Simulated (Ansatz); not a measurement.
**BaThO3 (Pm-3m): the gap up the ladder of methods**

Aim: the gap of BaThO3 (Pm-3m) at several levels of theory on one structure, with the time that each takes.

Method: density functionals, hybrids and G0W0, plane waves, PAW, in Ansatz 0.2.0.

Report form: the programs' logs are mostly left out.

The database entry behind the starting cell is an old determination (1934), so it need not match the best structure at ambient conditions.

In doubt: masses and optical values from hybrid runs of this build are listed as unsure (steps 7, 8), which bears on the screening that GW takes from such a start.

## (1) The structure

It takes space group Pm-3m (No. 221, cubic). The conventional cell has a = 4.480 Å, b = 4.480 Å, c = 4.480 Å, α = 90.00°, β = 90.00°, γ = 90.00°. Ba has 12 O at 3.17 Å nearest. Th has 6 O at 2.24 Å nearest. Nearest to O lie 2 Th at 2.24 Å and 4 Ba at 3.17 Å. Farther neighbours and most contacts between anions are not listed.

The cell and positions come from the Crystallography Open Database and are kept as given unless a step says otherwise. Spin-orbit coupling is left out unless a step names it. The default PAW set here is soft_2. Its files were made with PBE.

## (2) LDA on the 6×6×6 mesh

Levels along a band path and on the mesh show where this functional puts the band edges.

This step: DFT, LDA, plane waves, PAW.

Input file input.yaml:

```yaml
crystal:
  lattice:
    - [4.48, 0.0, 0.0]
    - [0.0, 4.48, 0.0]
    - [0.0, 0.0, 4.48]
  atoms:
    - { symbol: Ba, position: [0.0, 0.0, 0.0] }
    - { symbol: Th, position: [0.5, 0.5, 0.5] }
    - { symbol: O, position: [0.5, 0.5, 0.0] }
    - { symbol: O, position: [0.0, 0.5, 0.5] }
    - { symbol: O, position: [0.5, 0.0, 0.5] }
kpoints:
  mp_grid: { grid: [6, 6, 6] }
  band_path:
    path:
      - [[0.0, 0.0, 0.0], [0.0, 0.5, 0.0], [0.5, 0.5, 0.0], [0.0, 0.0, 0.0], [0.5, 0.5, 0.5], [0.0, 0.5, 0.0]]
      - [[0.5, 0.5, 0.5], [0.5, 0.5, 0.0]]
    npoints: 10
hamiltonian:
  xc: lda
scf:
  occupations: { method: fermi_dirac, width: 0.02 }
  n_extra_bands: 5
output:
  eigenvalues: true
```

Started as:

```
$ ansatz run input.yaml --threads 16 --pin off --max-ram 82944MiB --backend cuda --events-out ev --progress --plain --runs-dir out --devices 1 --max-vram 78GiB
```

Run time: 1.3 s. Hardware: 1 × NVIDIA GB200 (shared by 2 runs) with 16 threads of Arm Neoverse V2, shared host; peak memory 1 GiB; 2.1 s of CPU time.

Numbers from this step:

| Property | Result |
| --- | --- |
| filled bands | 20 |
| gap | 2.884 eV |
| valence top at | Γ |
| conduction bottom at | Γ |
| least direct gap | 2.884 eV |

Over mesh and path the gap is 2.884 eV, direct, at k = Γ.

## (3) LDA+SOC on the 6×6×6 mesh

This run has two-component orbitals with spin-orbit coupling.

This step: DFT, LDA with spin-orbit coupling, plane waves, PAW.

input.yaml, the sections that differ from step 2:

```yaml
kpoints:
  mp_grid: { grid: [6, 6, 6] }
  band_path:
    path: [[0.0, 0.0, 0.0], [0.0, 0.5, 0.0], [0.5, 0.5, 0.0], [0.5, 0.5, 0.5]]
    npoints: 1
scf:
  occupations: { method: fixed }
  n_extra_bands: 10
magnetization:
  noncollinear: true
  spin_orbit: true
# crystal, hamiltonian, output: as in step 2
```

Wall time 2 s (1 × NVIDIA GB200 (shared by 2 runs) with 16 threads); peak memory 1.1 GiB.

Numbers from this step:

* gap: 2.287 eV
* valence top at: Γ
* conduction bottom at: Γ
* least direct gap: 2.287 eV

Over mesh and listed points the gap is 2.287 eV, direct, at k = Γ. LDA+SOC against LDA: 2.287 − 2.884 = −0.597 eV, with the same mesh, set of files (read in its fully relativistic form for the spin-orbit run) and cutoff, and both edges at the same k points. The spin-orbit run sees mesh and listed points alone, so its gap is an upper bound: the coupling can move an edge off these points, and the change over the zone, its sign included where it is small, is not known.

## (4) HSE06 on the 4×4×4 mesh

HSE06 mixes in a quarter of exact exchange at short range.

This step: DFT, HSE06, plane waves, PAW.

input.yaml, the sections that differ from step 3:

```yaml
kpoints:
  mp_grid: { grid: [4, 4, 4] }
  band_path:
    path: [[0.0, 0.0, 0.0], [0.0, 0.5, 0.0], [0.5, 0.5, 0.0], [0.5, 0.5, 0.5]]
    npoints: 1
hamiltonian:
  xc: hse06
scf:
  occupations: { method: fixed }
  n_extra_bands: 5
# crystal, output: as in step 3
# magnetization: removed
```

The job ended after 4.7 s (1 × NVIDIA GB200 (shared by 2 runs) with 16 threads; peak memory 1.3 GiB).

Numbers from this step:

```yaml
gap: 4.389 eV
valence_top_at: Γ
conduction_bottom_at: Γ
least_direct_gap: 4.389 eV
exact_exchange_fraction: 0.25
```

Over mesh and listed points the gap is 4.389 eV, direct, at k = Γ. HSE06 against LDA: 4.389 − 2.884 = +1.505 eV. The runs also differ in mesh (6×6×6 and 4×4×4), so how much of this comes from the functional alone is not known.

## (5) HSE06+SOC on the 4×4×4 mesh

This step: DFT, HSE06 with spin-orbit coupling, plane waves, PAW.

input.yaml: that of step 4 with these lines changed.

```diff
@@ -20,3 +20,6 @@
   occupations: { method: fixed }
-  n_extra_bands: 5
+  n_extra_bands: 10
+magnetization:
+  noncollinear: true
+  spin_orbit: true
 output:
```

It took 16 s on 1 × NVIDIA GB200 (shared by 2 runs) with 16 threads; peak memory 2 GiB.

Numbers from this step:

* gap: 3.745 eV
* valence top at: Γ
* conduction bottom at: Γ
* least direct gap: 3.745 eV
* exact-exchange fraction: 0.25

Over mesh and listed points the gap is 3.745 eV, direct, at k = Γ. HSE06+SOC against HSE06: 3.745 − 4.389 = −0.644 eV, with the same mesh, set of files (read in its fully relativistic form for the spin-orbit run) and cutoff, and both edges at the same k points. The spin-orbit run sees mesh and listed points alone, so its gap is an upper bound: the coupling can move an edge off these points, and the change over the zone, its sign included where it is small, is not known.

## (6) G0W0@LDA, 6×6×6 mesh, 2147 empty bands, screening to 480 eV, hard PAW files

G0W0 replaces the xc potential by a self-energy built once from the orbitals of the start. Levels are corrected in the window of bands that the input names, at points of the mesh.

This step: G0W0 on LDA, plane waves, PAW.

Input file input.yaml:

```yaml
crystal:
  lattice:
    - [4.48, 0.0, 0.0]
    - [0.0, 4.48, 0.0]
    - [0.0, 0.0, 4.48]
  atoms:
    - { symbol: Ba, position: [0.0, 0.0, 0.0] }
    - { symbol: Th, position: [0.5, 0.5, 0.5] }
    - { symbol: O, position: [0.5, 0.5, 0.0] }
    - { symbol: O, position: [0.0, 0.5, 0.5] }
    - { symbol: O, position: [0.5, 0.0, 0.5] }
kpoints:
  mp_grid: { grid: [6, 6, 6] }
hamiltonian:
  xc: lda
  pseudopotentials: { kind: paw, source: ansatz }
scf:
  occupations: { method: fixed }
gw:
  n_empty_bands: 2147
  ecut_chi: 480
  qp_bands: [v2, c2]
  qp_kpoints: band_edges
  screening: { model: contour_deformation }
```

The job ended after 5.3 min (1 × NVIDIA GB200 (shared by 2 runs) with 16 threads; peak memory 19 GiB; 23 min of CPU time).

Numbers from this step:

| Quantity | Value |
| --- | --- |
| bands summed | 2167 |
| RPA ε∞ on this mesh (eigenvalues) | 4.229, 4.229, 4.229 |
| plane waves in the screening matrix | 2109 |
| G0W0 gap over the corrected points | 4.629 eV |
| k of the valence top | 0, 0, 0 |
| k of the conduction bottom | 0, 0, 0 |
| starting gap on the mesh | 2.862 eV |
| Z at the valence top | 0.7632 |
| Z at the conduction bottom | 0.8347 |
| least direct G0W0 gap over the corrected points | 4.629 eV |

Over 13 of 20 irreducible mesh points the G0W0 gap is 4.629 eV, direct, at k = Γ. The LDA gap of this run on the mesh is 2.862 eV. The two states that bound the G0W0 gap lie that far apart at the start, so the correction of the gap is 4.629 − 2.862 = +1.767 eV.

## (7) G0W0@HSE06, 6×6×6 mesh, 621 empty bands, screening to 210 eV, hard PAW files

This step: G0W0 on HSE06, plane waves, PAW.

input.yaml: that of step 6 with these lines changed.

```diff
@@ -14,3 +14,3 @@
 hamiltonian:
-  xc: lda
+  xc: hse06
   pseudopotentials: { kind: paw, source: ansatz }
@@ -19,4 +19,4 @@
 gw:
-  n_empty_bands: 2147
-  ecut_chi: 480
+  n_empty_bands: 621
+  ecut_chi: 210.0
   qp_bands: [v2, c2]
```

Run time: 95 s. Hardware: 1 × NVIDIA GB200 (shared by 2 runs) with 16 threads; peak memory 5 GiB.

This step gave:

- bands summed: 641
- RPA ε∞ on this mesh (eigenvalues): 3.398, 3.398, 3.398
- plane waves in the screening matrix: 619
- G0W0 gap over the corrected points: 4.937 eV
- k of the valence top: 0, 0, 0
- k of the conduction bottom: 0, 0, 0
- starting gap on the mesh: 4.369 eV
- Z at the valence top: 0.7992
- Z at the conduction bottom: 0.8602
- least direct G0W0 gap over the corrected points: 4.937 eV

Over 13 of 20 irreducible mesh points the G0W0 gap is 4.937 eV, direct, at k = Γ. The HSE06 gap of this run on the mesh is 4.369 eV. The two states that bound the G0W0 gap lie that far apart at the start, so the correction of the gap is 4.937 − 4.369 = +0.568 eV. G0W0@HSE06 against G0W0@LDA with 641 bands (a further run, in the table below): 4.937 − 4.354 = +0.583 eV, with the same mesh, files and cutoffs, and both edges at the same k points.

## (8) G0W0@PBE0, 6×6×6 mesh, 621 empty bands, screening to 210 eV, hard PAW files

This step: G0W0 on PBE0, plane waves, PAW.

input.yaml: that of step 7 with these lines changed.

```diff
@@ -14,3 +14,3 @@
 hamiltonian:
-  xc: hse06
+  xc: pbe0
   pseudopotentials: { kind: paw, source: ansatz }
```

Elapsed: 93 s, on 1 × NVIDIA GB200 (shared by 2 runs) with 16 threads; peak memory 4.7 GiB.

This step gave:

```yaml
bands_summed: 641
rpa_eps_infinity_on_this_mesh_eigenvalues: 3.238, 3.238, 3.238
plane_waves_in_the_screening_matrix: 619
g0w0_gap_over_the_corrected_points: 5.153 eV
k_of_the_valence_top: 0, 0, 0
k_of_the_conduction_bottom: 0, 0, 0
starting_gap_on_the_mesh: 5.103 eV
z_at_the_valence_top: 0.8089
z_at_the_conduction_bottom: 0.8678
least_direct_g0w0_gap_over_the_corrected_points: 5.153 eV
```

Over 13 of 20 irreducible mesh points the G0W0 gap is 5.153 eV, direct, at k = Γ. The PBE0 gap of this run on the mesh is 5.103 eV. The two states that bound the G0W0 gap lie that far apart at the start, so the correction of the gap is 5.153 − 5.103 = +0.050 eV. G0W0@PBE0 against G0W0@HSE06 with 641 bands: 5.153 − 4.937 = +0.216 eV, with the same mesh, files and cutoffs, and both edges at the same k points.

## (9) All levels together

Each gap is the least one over the points named; times are wall times on shared hosts, not benchmarks. A G0W0 time includes the run's own self-consistent start. Runs with listed points see these and the mesh alone, so an edge that moves elsewhere is missed. Rows marked * are further runs, not shown as steps, whose inputs differ from the G0W0 step on the same start in the columns given; solver thresholds can differ too.

```tsv
level	mesh	files, cutoff	bands summed, screening	points	gap (eV)	valence top	conduction bottom	least direct gap (eV)	time
LDA	6×6×6	soft_2 PAW, 420 eV	-	mesh and path	2.884	Γ	Γ	2.884	1.3 s
LDA+SOC	6×6×6	soft_2 PAW, 420 eV	-	mesh and listed points	2.287	Γ	Γ	2.287	2 s
HSE06	4×4×4	soft_2 PAW, 420 eV	-	mesh and listed points	4.389	Γ	Γ	4.389	4.7 s
HSE06+SOC	4×4×4	soft_2 PAW, 420 eV	-	mesh and listed points	3.745	Γ	Γ	3.745	16 s
G0W0@LDA*	6×6×6	hard PAW, 930 eV	322, 130 eV	13 of 20 irreducible mesh points	4.123	Γ	Γ	4.123	12 s
G0W0@LDA*	6×6×6	hard PAW, 930 eV	641, 210 eV	13 of 20 irreducible mesh points	4.354	Γ	Γ	4.354	26 s
G0W0@LDA*	6×6×6	hard PAW, 930 eV	1243, 330 eV	13 of 20 irreducible mesh points	4.532	Γ	Γ	4.532	83 s
G0W0@LDA	6×6×6	hard PAW, 930 eV	2167, 480 eV	13 of 20 irreducible mesh points	4.629	Γ	Γ	4.629	5.3 min
G0W0@LDA*	8×8×8	hard PAW, 930 eV	322, 130 eV	19 of 35 irreducible mesh points	4.124	Γ	Γ	4.124	44 s
G0W0@HSE06	6×6×6	hard PAW, 930 eV	641, 210 eV	13 of 20 irreducible mesh points	4.937	Γ	Γ	4.937	95 s
G0W0@PBE0	6×6×6	hard PAW, 930 eV	641, 210 eV	13 of 20 irreducible mesh points	5.153	Γ	Γ	5.153	93 s
```

## (10) Results

```
LDA, over mesh and path                                             : 2.884 eV
LDA+SOC, over mesh and listed points                                : 2.287 eV
HSE06, over mesh and listed points                                  : 4.389 eV
HSE06+SOC, over mesh and listed points                              : 3.745 eV
G0W0@LDA (2167 bands, 6×6×6), over 13 of 20 irreducible mesh points : 4.629 eV
G0W0@HSE06, over 13 of 20 irreducible mesh points                   : 4.937 eV
G0W0@PBE0, over 13 of 20 irreducible mesh points                    : 5.153 eV
known limits                                                        : finite bands, screening cutoff and k mesh; no spin-orbit coupling in G0W0
```

**Reading.** The rows run from 2.287 eV (LDA+SOC) to 5.153 eV (G0W0@PBE0). They differ in mesh, files, plane-wave cutoff, bands and screening cutoff of G0W0 and the points over which the gap was sought as well as in level, so only pairs that share these are like for like. LDA+SOC against LDA: 2.287 − 2.884 = −0.597 eV, with the same mesh, set of files (read in its fully relativistic form for the spin-orbit run) and cutoff, and both edges at the same k points. The spin-orbit run sees mesh and listed points alone, so its gap is an upper bound: the coupling can move an edge off these points, and the change over the zone, its sign included where it is small, is not known. HSE06+SOC against HSE06: 3.745 − 4.389 = −0.644 eV, with the same mesh, set of files (read in its fully relativistic form for the spin-orbit run) and cutoff, and both edges at the same k points. The spin-orbit run sees mesh and listed points alone, so its gap is an upper bound: the coupling can move an edge off these points, and the change over the zone, its sign included where it is small, is not known. G0W0@HSE06 against G0W0@LDA with 641 bands: 4.937 − 4.354 = +0.583 eV, with the same mesh, files and cutoffs, and both edges at the same k points. G0W0@PBE0 against G0W0@HSE06 with 641 bands: 5.153 − 4.937 = +0.216 eV, with the same mesh, files and cutoffs, and both edges at the same k points. G0W0@LDA (2167 bands, 6×6×6) moves the gap of its own start on the mesh by 4.629 − 2.862 = +1.767 eV, between the same two levels. Both edges that LDA shows over mesh and path lie at k points where levels were corrected. Levels at other points were not corrected, so a lower G0W0 gap elsewhere in the zone is not ruled out. G0W0@HSE06 moves the gap of its own start on the mesh by 4.937 − 4.369 = +0.568 eV, between the same two levels. Both edges that HSE06 shows over mesh and listed points lie at k points where levels were corrected. Levels at other points were not corrected, so a lower G0W0 gap elsewhere in the zone is not ruled out. G0W0@PBE0 moves the gap of its own start on the mesh by 5.153 − 5.103 = +0.050 eV, between the same two levels. No PBE0 run over points off the mesh is shown, so for G0W0@PBE0 the gap over the whole zone is not known. What spin-orbit coupling does to the G0W0 levels was not computed, so no sum with the G0W0 gap is formed. For G0W0@LDA: from 322 bands and 130 eV to 2167 bands and 480 eV the gap moves by 4.629 − 4.123 = +0.506 eV (rung by rung 4.123, 4.354, 4.532, 4.629 eV); bands and screening cutoff rise together, so their parts are not told apart. A line in one over the bands through the two highest rungs gives 4.629 + (4.629 − 4.532) × 1243 / (2167 − 1243) = 4.759 eV, and through the pair below 4.532 + (4.532 − 4.354) × 641 / (1243 − 641) = 4.722 eV. The two differ by 0.037 eV, not under the 0.030 eV asked, so the law does not hold well over these rungs and the limit is not known. The other G0W0 rows are shown at one basis each (641 bands), so their distance from the limit is not known here. With the 8×8×8 mesh in place of the 6×6×6 mesh and all else as in the G0W0@LDA row with 322 bands, the gap differs by 4.124 − 4.123 = +0.001 eV, and that of the start by 2.862 − 2.862 = +0.000 eV. The G0W0 runs are scalar-relativistic. The cell holds Th; where the f levels lie against the gap was not analysed here. This is the ideal cubic cell; tilts or off-centring, which many perovskites show locally, are not in it. G0W0 is shown with one set of atomic data (hard PAW), so the error from the files is not known here.

[Paths, hosts, dates, memory and timing lines, banners, echoed tables and standing remarks are left out of the program output.]

[Logs are printed without paths, hosts, clocks, repeated set-up lines and the standing remarks that a program may print on its own settings, such as how far it seeks lower states.]

[Runs of the session that timed out or met a known fault of the program may be left out.]

[Cells called generated may have been cut or substituted from an entry of the Crystallography Open Database or the Materials Project.]

[Hosts, paths, dates, database ids (printed as entryN), source tags and the programs' standing remarks are cut or masked in the printed files.]

[Where an RPA ε∞ is given, it is that of the G0W0 mesh and is not shown converged in it. Names of k-points follow the symmetry that the program found, which can be lower than the space group named. Band edges on a path are those of the sampled points; other points can move an edge, and change direct to indirect where valleys lie close.]

[Hybrid gaps are those of their k-mesh and are not shown converged in it.]
